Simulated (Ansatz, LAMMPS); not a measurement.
# Relaxing glassy 46SiO2-16Al2O3-16BaO-16Li2O-5Sc2O3 (mol %) (121 atoms)

How does glassy 46SiO2-16Al2O3-16BaO-16Li2O-5Sc2O3 (mol %) (121 atoms) relax, and what do bonds, charges and levels look like afterwards?

Program: Ansatz 0.2.0. Level of theory: Kohn-Sham DFT, PBE, PAW (set soft_2), plane waves. Results are calculated unless marked as measured.

### 1. Set-up

The cell holds 121 atoms: 17 Si, 12 Al, 6 Ba, 12 Li, 4 Sc and 70 O. Its edges and angles: a = 11.574 Å, b = 11.574 Å, c = 11.574 Å, α = 90.0°, β = 90.0°, γ = 90.0°. 121 atoms (17 Si, 12 Al, 6 Ba, 12 Li, 4 Sc, 70 O) placed at random at 3.16 g/cm³, melted at 4000 K for 10 ps at fixed volume with the Morse and Coulomb pair potential with partial charges (Pedone, Malavasi, Menziani, Cormack and Segre, J. Phys. Chem. B 110, 11780 (2006)). Quenched from 4000 K to 300 K at 30 K/ps and fixed volume, held 10 ps at zero pressure, then minimised at fixed cell.

Limits known from the start: The quench rate of 30 K/ps is orders of magnitude faster than experiment, which tends to freeze in extra defects. The network of bonds at the start is that of the classical potential that made the cell. Only the Γ point is sampled, in a cell whose shortest periodic width is 12 Å. No spin–orbit coupling is included, so levels derived from the heavy atoms are approximate.

### 2. Single point at the start

A single point comes first, to see the forces before anything moves.

input.yaml

```yaml
crystal:
  lattice:
    - [11.57411, 0.0, 0.0]
    - [0.0, 11.57411, 0.0]
    - [0.0, 0.0, 11.57411]
  atoms:
    - { symbol: Si, position: [0.72923, 0.87219, 0.43967] }
    - { symbol: Si, position: [0.51942, 0.63529, 0.95644] }
    - { symbol: Si, position: [0.35747, 0.94162, 0.54763] }
    - { symbol: Si, position: [0.07445, 0.78778, 0.63207] }
    [... 111 atom lines left out ...]
    - { symbol: O, position: [0.63304, 0.63505, 0.23174] }
    - { symbol: O, position: [0.61161, 0.82973, 0.77453] }
    - { symbol: O, position: [0.55172, 0.18236, 0.3516] }
    - { symbol: O, position: [0.50476, 0.91367, 0.08158] }
    - { symbol: O, position: [0.45018, 0.22022, 0.67514] }
    - { symbol: O, position: [0.16031, 0.79959, 0.92961] }
kpoints:
  mp_grid: { grid: [1, 1, 1] }
hamiltonian:
  xc: pbe
scf:
  occupations: { method: fermi_dirac, width: 0.025 }
output:
  forces: true
  stress: true
  populations: true
  dos:
    method: { smearing: { sigma: 0.1 } }
    de: 0.1
    projected: { site_lists: { Al: [Al], Ba: [Ba], Li: [Li], O: [O], Sc: [Sc] } }
  eigenvalues: true
```

On the command line:

```
> ansatz run input.yaml --threads 4 --pin off --max-ram 8192MiB --backend cpu --events-out ev --progress --plain --runs-dir out
```

Elapsed: 30 s, on 4 threads of Arm Neoverse V2, shared host; peak memory 2.3 GiB.

The run gave:

| Item | Value |
| --- | --- |
| free energy | -103834.2968 eV |
| free energy per atom | -858.1347 eV/atom |
| SCF cycles | 10 |
| pressure | 6.142 GPa |
| r.m.s. force component | 0.845 eV/Å |
| longest force | 3.123 eV/Å |
| Fermi energy | 6.744 eV |
| gap (highest filled to lowest empty level) | 3.75 eV |
| spilling of the projection | 0.01111 |

The r.m.s. force component of 0.84 eV/Å and the pressure of 6.1 GPa set the starting point.

Length of the force by element:

| element | coordination | atoms | mean length of the force (eV/Å) | spread | least | most |
| --- | --- | --- | --- | --- | --- | --- |
| Al | all | 12 | 0.966 | 0.409 | 0.287 | 1.71 |
| Ba | all | 6 | 0.536 | 0.177 | 0.258 | 0.802 |
| Li | all | 12 | 0.475 | 0.282 | 0.0661 | 1.05 |
| O | all | 70 | 1.58 | 0.670 | 0.382 | 3.12 |
| Sc | all | 4 | 0.981 | 0.219 | 0.623 | 1.21 |
| Si | all | 17 | 1.28 | 0.415 | 0.571 | 2.02 |

### 3. Relaxation

With the cell held, the atoms are moved downhill towards a nearby minimum.

input.yaml, the sections that differ from step 2:

```yaml
output:
  forces: true
relax:
  f_tol: 0.03
  max_steps: 200
# crystal, kpoints, hamiltonian, scf: as in step 2
```

Wall time 6.1 min (4 threads); peak memory 2.3 GiB; 23 min of CPU time.

Step by step (22 of 27):

| step | energy less that of the first step (eV) | largest force component (eV/Å) |
| --- | --- | --- |
| 1 | 0.0000 | 2.6366 |
| 2 | -2.9020 | 1.2964 |
| 3 | -4.4224 | 0.6214 |
| 5 | -4.9894 | 0.3696 |
| 6 | -5.0945 | 0.5537 |
| 7 | -5.1581 | 0.2014 |
| 8 | -5.2673 | 0.2940 |
| 10 | -5.3191 | 0.3257 |
| 11 | -5.3840 | 0.2384 |
| 12 | -5.3127 | 0.3786 |
| 13 | -5.4021 | 0.1581 |
| 15 | -5.4240 | 0.1306 |
| 16 | -5.4319 | 0.0646 |
| 17 | -5.4395 | 0.1022 |
| 18 | -5.4597 | 0.1019 |
| 20 | -5.5193 | 0.1430 |
| 21 | -5.5011 | 0.3767 |
| 22 | -5.5482 | 0.1573 |
| 23 | -5.5413 | 0.1295 |
| 25 | -5.5647 | 0.0479 |
| 26 | -5.5464 | 0.1119 |
| 27 | -5.5674 | 0.0241 |

Relaxation steps 12, 21, 23, 26 were tried and not accepted.

The atoms that moved most (Å):

| atom | dx | dy | dz | length |
| --- | --- | --- | --- | --- |
| Li46 | 0.888 | -0.543 | 0.423 | 1.124 |
| Li45 | -0.449 | 0.608 | -0.689 | 1.023 |
| O89 | 0.068 | -0.180 | -0.576 | 0.607 |
| O109 | 0.284 | 0.508 | -0.133 | 0.597 |
| O104 | -0.041 | -0.142 | -0.561 | 0.581 |
| O65 | -0.007 | -0.339 | -0.444 | 0.559 |
| Li37 | 0.101 | -0.509 | 0.185 | 0.551 |
| O59 | -0.231 | 0.033 | -0.405 | 0.468 |

The relaxation changed the energy by -46.0 meV/atom, and atoms moved by 0.28 Å r.m.s., 1.1 Å at most.

### 4. Structure statistics after relaxation

Bonds before and after, by the cutoffs listed below:

| pair | bonds before | bonds after | mean before (Å) | mean after (Å) | spread before (Å) | spread after (Å) |
| --- | --- | --- | --- | --- | --- | --- |
| O-Si | 68 | 68 | 1.607 | 1.642 | 0.032 | 0.026 |
| O-Al | 48 | 49 | 1.748 | 1.784 | 0.045 | 0.050 |
| O-Ba | 46 | 42 | 2.958 | 2.833 | 0.168 | 0.187 |
| O-Sc | 20 | 21 | 2.105 | 2.121 | 0.132 | 0.181 |

Density 3.22 g/cm³, 12.81 Å³ an atom.

g(r), total and by pair (bins of 0.2 Å):

| r (Å) | total | O-O | O-Si | O-Al | O-Li | O-Ba | O-Sc |
| --- | --- | --- | --- | --- | --- | --- | --- |
| 1.50 | 0.10 | 0.00 | 0.62 | 0.00 | 0.00 | 0.00 | 0.00 |
| 1.70 | 3.04 | 0.00 | 12.45 | 8.80 | 0.00 | 0.00 | 0.00 |
| 1.90 | 0.82 | 0.00 | 0.00 | 2.57 | 3.83 | 0.00 | 2.35 |
| 2.10 | 0.64 | 0.00 | 0.00 | 0.00 | 3.42 | 0.00 | 6.53 |
| 2.30 | 0.10 | 0.00 | 0.00 | 0.00 | 0.41 | 0.00 | 0.87 |
| 2.50 | 0.43 | 0.75 | 0.00 | 0.00 | 0.61 | 1.15 | 0.36 |
| 2.70 | 1.63 | 3.71 | 0.00 | 0.00 | 0.50 | 2.80 | 0.31 |
| 2.90 | 1.18 | 2.06 | 0.06 | 0.43 | 0.51 | 2.62 | 0.28 |
| 3.10 | 1.04 | 1.31 | 0.43 | 0.23 | 0.77 | 1.08 | 0.68 |
| 3.30 | 1.09 | 0.77 | 0.51 | 0.87 | 0.81 | 0.66 | 0.20 |
| 3.50 | 0.95 | 0.87 | 1.23 | 0.91 | 1.08 | 0.61 | 0.86 |
| 3.70 | 1.06 | 0.65 | 1.41 | 1.12 | 1.40 | 1.06 | 1.44 |
| 3.90 | 1.03 | 0.58 | 1.77 | 2.02 | 0.63 | 0.69 | 1.13 |
| 4.10 | 1.06 | 0.63 | 1.70 | 1.26 | 1.36 | 0.97 | 0.78 |
| 4.30 | 1.18 | 0.77 | 1.82 | 1.83 | 1.36 | 0.71 | 1.06 |
| 4.50 | 0.90 | 0.65 | 0.74 | 1.23 | 1.35 | 0.94 | 2.60 |
| 4.70 | 0.94 | 1.02 | 0.73 | 0.74 | 1.24 | 1.65 | 1.50 |
| 4.90 | 0.95 | 1.34 | 0.61 | 0.46 | 0.73 | 1.36 | 0.65 |
| 5.10 | 0.95 | 1.36 | 0.64 | 0.68 | 0.62 | 1.19 | 0.43 |
| 5.30 | 1.05 | 1.35 | 0.74 | 0.71 | 0.97 | 1.25 | 0.56 |
| 5.50 | 0.96 | 1.20 | 0.75 | 0.78 | 0.82 | 1.07 | 0.51 |
| 5.70 | 0.93 | 0.85 | 0.98 | 1.08 | 1.15 | 0.68 | 0.55 |

Bonds by pair of elements; cutoffs follow the first minimum of g(r), held within bounds set by covalent radii, and pairs that aren't listed don't count as bonded:

| pair A-B | cutoff (Å) | bonds | mean length (Å) | spread (Å) | shortest (Å) | B about A | A about B |
| --- | --- | --- | --- | --- | --- | --- | --- |
| O-Si | 2.08 | 68 | 1.64 | 0.026 | 1.58 | 0.971 | 4 |
| O-Al | 2.33 | 49 | 1.78 | 0.05 | 1.72 | 0.7 | 4.08 |
| O-Li | 2.33 | 41 | 2.01 | 0.107 | 1.83 | 0.586 | 3.42 |
| O-Ba | 3.29 | 42 | 2.83 | 0.187 | 2.46 | 0.6 | 7 |
| O-Sc | 2.76 | 21 | 2.12 | 0.181 | 1.89 | 0.3 | 5.25 |

The cutoff for O-Li falls short of the minimum of g(r), so counts run low and odd coordinations can be artefacts.

How many atoms have how many bonded neighbours:

| element | mean | 2 | 3 | 4 | 5 | 6 | 7 | 8 |
| --- | --- | --- | --- | --- | --- | --- | --- | --- |
| Al | 4.08 | 0 | 0 | 11 | 1 | 0 | 0 | 0 |
| Ba | 7 | 0 | 0 | 0 | 0 | 1 | 4 | 1 |
| Li | 3.42 | 1 | 5 | 6 | 0 | 0 | 0 | 0 |
| O | 3.16 | 7 | 45 | 18 | 0 | 0 | 0 | 0 |
| Sc | 5.25 | 0 | 0 | 0 | 3 | 1 | 0 | 0 |
| Si | 4 | 0 | 0 | 17 | 0 | 0 | 0 | 0 |

Bond angles, per cent of each kind in bins of 5°:

| angle (°) | O-Ba-O | O-Si-O | O-Al-O | O-Li-O | O-Sc-O |
| --- | --- | --- | --- | --- | --- |
| 45–50 | 0.8 | 0.0 | 0.0 | 0.0 | 0.0 |
| 50–55 | 4.7 | 0.0 | 0.0 | 0.0 | 0.0 |
| 55–60 | 7.9 | 0.0 | 0.0 | 0.0 | 0.0 |
| 60–65 | 5.5 | 0.0 | 0.0 | 0.0 | 2.2 |
| 65–70 | 7.9 | 0.0 | 0.0 | 0.0 | 0.0 |
| 70–75 | 3.9 | 0.0 | 0.0 | 3.9 | 0.0 |
| 75–80 | 8.7 | 0.0 | 0.0 | 3.9 | 4.4 |
| 80–85 | 3.1 | 0.0 | 2.6 | 1.9 | 17.8 |
| 85–90 | 3.1 | 0.0 | 1.3 | 9.6 | 8.9 |
| 90–95 | 4.7 | 1.0 | 4.0 | 9.6 | 15.6 |
| 95–100 | 5.5 | 5.9 | 7.9 | 9.6 | 17.8 |
| 100–105 | 2.4 | 10.8 | 26.3 | 5.8 | 6.7 |
| 105–110 | 0.8 | 35.3 | 14.5 | 17.3 | 2.2 |
| 110–115 | 3.9 | 32.4 | 19.7 | 5.8 | 0.0 |
| 115–120 | 7.9 | 13.7 | 10.5 | 5.8 | 2.2 |
| 120–125 | 3.9 | 1.0 | 6.6 | 1.9 | 2.2 |
| 125–130 | 3.1 | 0.0 | 1.3 | 5.8 | 0.0 |
| 130–135 | 3.1 | 0.0 | 4.0 | 3.9 | 0.0 |
| 135–140 | 6.3 | 0.0 | 0.0 | 5.8 | 0.0 |
| 140–145 | 3.9 | 0.0 | 0.0 | 1.9 | 0.0 |
| 145–150 | 1.6 | 0.0 | 0.0 | 1.9 | 6.7 |
| 150–155 | 1.6 | 0.0 | 0.0 | 0.0 | 2.2 |
| 155–160 | 2.4 | 0.0 | 0.0 | 1.9 | 0.0 |
| 160–165 | 2.4 | 0.0 | 0.0 | 0.0 | 4.4 |
| 165–170 | 0.0 | 0.0 | 0.0 | 3.9 | 4.4 |
| 170–175 | 0.8 | 0.0 | 1.3 | 0.0 | 2.2 |

Bond angles (no mean is given where the spread exceeds 20°):

| angle | count | mean (°) | spread (°) |
| --- | --- | --- | --- |
| O-Ba-O | 127 | - | - |
| O-Si-O | 102 | 109 | 5.4 |
| O-Al-O | 76 | 109 | 12.7 |
| O-Li-O | 52 | - | - |
| O-Sc-O | 45 | - | - |

Oxygen atoms by the number of network formers (Si, P, Ge, B, Al, As, Ga) bound to them:

| network formers bound to O | O atoms | per cent |
| --- | --- | --- |
| 0 | 1 | 1.4 |
| 1 | 22 | 31.4 |
| 2 | 46 | 65.7 |
| 3 | 1 | 1.4 |

Network units: each former by its oxygen neighbours and how many of them bridge to another former:

| former | O neighbours | bridging O | atoms |
| --- | --- | --- | --- |
| Si | 4 | 2 | 4 |
| Si | 4 | 3 | 10 |
| Si | 4 | 4 | 3 |
| Al | 4 | 3 | 3 |
| Al | 4 | 4 | 8 |
| Al | 5 | 4 | 1 |

Bond length by coordination (bonds to H left out):

| element | coordination | atoms | mean bond length (Å) |
| --- | --- | --- | --- |
| Al | 4 | 11 | 1.77 |
| Al | 5 | 1 | 1.88 |
| Ba | 6 | 1 | 2.89 |
| Ba | 7 | 4 | 2.81 |
| Ba | 8 | 1 | 2.88 |
| Li | 2 | 1 | 1.89 |
| Li | 3 | 5 | 1.97 |
| Li | 4 | 6 | 2.04 |
| O | 2 | 7 | 1.66 |
| O | 3 | 45 | 1.99 |
| O | 4 | 18 | 2.13 |
| Sc | 5 | 3 | 2.10 |
| Sc | 6 | 1 | 2.18 |

Rings of the network by King's shortest-path rule, up to 12 atoms, one path for each pair of neighbours; H, halogens, alkali and alkaline-earth atoms are left out, and the last column divides by all other atoms, bonded or not:

| ring size (atoms) | rings | per network atom |
| --- | --- | --- |
| 4 | 3 | 0.029 |
| 6 | 6 | 0.058 |
| 8 | 18 | 0.175 |
| 10 | 19 | 0.184 |
| 12 | 20 | 0.194 |

For some of the pairs, g(r) has its first main peak near 2.7 Å (O-O), 1.6 Å (O-Si), 1.8 Å (O-Al), 2.0 Å (O-Li), 2.8 Å (O-Ba) and 2.1 Å (O-Sc). Counting bonds to Si and Al alone, not to Sc, 66 % of the oxygens join two of these atoms and 31 % one; 1 % join three; 1 % join none. The commonest Si unit has 4 oxygens, 3 of them shared with other formers (10 of 17 atoms). Rings of 12 atoms are the most common (30 % of those counted); sizes run from 4 to 12, where the search stops.

### 5. Single point at the relaxed geometry

One more single point at the end of the walk gives the fuller output and checks the residual forces.

input.yaml

```yaml
crystal:
  lattice:
    - [11.57411, 0.0, 0.0]
    - [0.0, 11.57411, 0.0]
    - [0.0, 0.0, 11.57411]
  atoms:
    - { symbol: Si, position: [0.72035, 0.87472, 0.44958] }
    - { symbol: Si, position: [0.51656, 0.63269, 0.97335] }
    - { symbol: Si, position: [0.35933, 0.94609, 0.53008] }
    - { symbol: Si, position: [0.06959, 0.77646, 0.63634] }
    [... 111 atom lines left out ...]
    - { symbol: O, position: [0.64052, 0.63261, 0.25002] }
    - { symbol: O, position: [0.60281, 0.81083, 0.77655] }
    - { symbol: O, position: [0.55232, 0.19314, 0.33813] }
    - { symbol: O, position: [0.50216, 0.92994, 0.06973] }
    - { symbol: O, position: [0.43719, 0.21912, 0.70359] }
    - { symbol: O, position: [0.18086, 0.78661, 0.9128] }
kpoints:
  mp_grid: { grid: [1, 1, 1] }
hamiltonian:
  xc: pbe
scf:
  occupations: { method: fermi_dirac, width: 0.025 }
output:
  forces: true
  stress: true
  populations: true
  dos:
    method: { smearing: { sigma: 0.08 } }
    de: 0.1
    projected: { site_lists: { Al: [Al], Ba: [Ba], Li: [Li], O: [O], Sc: [Sc] } }
  eigenvalues: true
  write_density: true
  write_potential: true
  volumetric_format: npy
  elf: true
```

Wall time 31 s (4 threads); peak memory 2.3 GiB; 2 min of CPU time.

The run gave:

| Property | Result |
| --- | --- |
| free energy | -103839.8643 eV |
| free energy per atom | -858.1807 eV/atom |
| SCF cycles | 10 |
| pressure | 1.535 GPa |
| r.m.s. force component | 0.00613 eV/Å |
| longest force | 0.02578 eV/Å |
| Fermi energy | 6.725 eV |
| gap (highest filled to lowest empty level) | 4.052 eV |
| spilling of the projection | 0.01104 |

Löwdin charges by element (they lack the spilled electrons, 0.061 e an atom on average):

| element | coordination | atoms | mean charge (e) | spread | least | most |
| --- | --- | --- | --- | --- | --- | --- |
| Al | all | 12 | 1.24 | 0.0424 | 1.13 | 1.29 |
| Ba | all | 6 | 1.90 | 0.0137 | 1.88 | 1.92 |
| Li | all | 12 | 0.795 | 0.0211 | 0.747 | 0.825 |
| O | all | 70 | -0.878 | 0.0723 | -1.12 | -0.719 |
| Sc | all | 4 | 1.26 | 0.0255 | 1.23 | 1.30 |
| Si | all | 17 | 1.65 | 0.0382 | 1.59 | 1.72 |

States in the cell by windows of 1 eV, zero at the Fermi level; the larger projections on atomic orbitals stand beside the total:

| from (eV) | to (eV) | total | O p | Sc d |
| --- | --- | --- | --- | --- |
| -10 | -9 | 9.5 | 6.5 | 0.0 |
| -9 | -8 | 17.0 | 12.2 | 0.1 |
| -8 | -7 | 27.9 | 21.0 | 0.2 |
| -7 | -6 | 47.6 | 36.8 | 0.7 |
| -6 | -5 | 61.2 | 50.9 | 0.7 |
| -5 | -4 | 88.0 | 78.1 | 1.7 |
| -4 | -3 | 94.9 | 88.2 | 1.3 |
| -3 | -2 | 63.0 | 59.8 | 0.4 |
| -2 | -1 | 0.8 | 0.8 | 0.0 |
| -1 | 1 | 0.0 | 0.0 | 0.0 |
| 1 | 2 | 0.5 | 0.0 | 0.0 |
| 2 | 3 | 15.6 | 1.1 | 10.9 |
| 3 | 4 | 32.2 | 2.8 | 12.7 |
| 4 | 5 | 41.6 | 3.3 | 5.2 |

The curve was stored every 0.10 eV, coarse against its broadening of 0.08 eV, so these counts are rough.

Between -26 and -10 eV lie 186 more states.

The stored curve holds about 596 of the 664 electrons; the rest, give or take the few that broadening carries across the Fermi level, lie in deeper levels below its range.

Not all projections were asked for or kept, so they needn't add up to the total.

The levels nearest the highest filled one (over half full), pooled over k-points and spins:

| level less the highest filled one (eV) | occupation |
| --- | --- |
| -0.342 | 2 |
| -0.326 | 2 |
| -0.264 | 2 |
| -0.246 | 2 |
| -0.213 | 2 |
| 0 | 2 |
| 4.05 | 0 |
| 4.39 | 0 |
| 4.62 | 0 |
| 4.64 | 0 |
| 4.78 | 0 |
| 4.84 | 0 |

Mean Löwdin charges: Al +1.24, Ba +1.90, Li +0.80, O -0.88, Sc +1.26, Si +1.65 e (they miss 1.1 % of the electrons, so they add up to more than the cell's charge). The largest share in the top eV of filled states is O p (97 % of the projected weight), and in the lowest eV of empty states Sc d (74 % of the projected weight).

### 6. Summary of results

| Quantity | Value |
| --- | --- |
| energy change in the relaxation | -46.01 meV/atom |
| r.m.s. displacement | 0.28 Å |
| largest displacement | 1.124 Å |
| free energy per atom | -858.1807 eV/atom |
| pressure | 1.535 GPa |
| r.m.s. force component | 0.00613 eV/Å |
| gap (highest filled to lowest empty level) | 4.052 eV |
| wall time of the 3 DFT runs | 7.1 min |

**Reading.** Relaxation lowers the energy by 46.0 meV/atom and moves atoms by 0.28 Å r.m.s.; the r.m.s. force component goes from 0.84 to 0.0061 eV/Å, the pressure goes from 6.1 to 1.5 GPa, and the gap from 3.75 to 4.05 eV. From the first step to the last the energy fell by 5.567 eV, and the largest move was 1.12 Å (Li46). The O-Ba bonds change most in mean length: from 2.958 Å (spread 0.168) to 2.833 Å (spread 0.187), and their number from 46 to 42. Counting bonds to Si and Al alone, not to Sc, 66 % of the oxygens join two of these atoms and 31 % one; 1 % join three; 1 % join none. Between filled and empty levels lie 4.05 eV (at Γ alone); a semilocal functional tends to put such gaps too low. In a disordered cell it changes from sample to sample, and tail or defect levels can set it.

Caveats: The starting topology of bonds comes from the classical model; in DFT atoms moved by 0.28 Å r.m.s. The pressure of 1.5 GPa shows the cell to be compressed for this functional.

[Logs are printed without paths, hosts, clocks, repeated set-up lines and the standing remarks that a program may print on its own settings, such as how far it seeks lower states.]

[Hosts, paths, dates, database ids (printed as entryN), source tags and the programs' standing remarks are cut or masked in the printed files.]
